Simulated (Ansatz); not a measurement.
# Gap against strain: armchair SiC nanoribbon (N = 5, H edges)

Set-up. Ansatz 0.2.0, plane waves with PAW datasets, PBE, Fermi-Dirac smearing of 0.05 eV, no spin-orbit coupling. The period is scaled from its relaxed value of 5.403 Å and the atoms relax, within the symmetry of the start, at each strain ε (in %); gaps, in eV, are read on a band path.

| period (Å) | energy (eV a cell) | place of the conduction minimum (Γ = 0, Z = 1) | ε | gap |
| --- | --- | --- | --- | --- |
| 5.187 | +0.265 | 0.00 | −4 | 2.288 |
| 5.295 | +0.065 | 0.00 | −2 | 2.241 |
| 5.403 | 0.000 | 0.00 | 0 | 2.193 |
| 5.511 | +0.063 | 0.00 | 2 | 2.152 |
| 5.619 | +0.248 | 0.00 | 4 | 2.106 |

One run is withheld: period (Å) = 5.727, with ε = 6. Fit a straight line gap = a + b × ε to the 5 rows shown and predict it.

**Fit.** The means are 0 for ε and 2.196 for gap. The sum of products of deviations is −0.9086 and the sum of squares in ε is 40, so b = −0.9086 / 40 = −0.02272 and a = 2.196 − (−0.02272) × 0 = 2.196. The residuals' standard deviation, with 3 degrees of freedom, is σ = 0.0021.

**Prediction.** gap = 2.196 + (−0.02272) × 6 = 2.06. The run gave 2.062, so the prediction less the run is −0.0022. The standard error of a prediction there, σ√(1 + 1/5 + (6 − 0)²/40), is 0.003, and the miss is 0.73 times that, for a point outside the fitted range. With so few rows σ is itself uncertain.

The gap narrows at every step from compression to tension.

**Limits.** Kohn-Sham gaps of a wire among periodic images, which in a check on one flat ribbon (7 Å apart) lowered the gap by 0.2 eV and flattened the slope; the slope b × 100 is a mean deformation potential of the gap, in eV per unit strain. Between neighbouring runs it lies between −2.4 and −2.1 eV. The unstrained row comes from a denser mesh than the others, which shifts its energy a little. Series of this kind are told only where this holds: a gap at every strain (compound wires with polar facets were set aside first). 88 of 101 did.
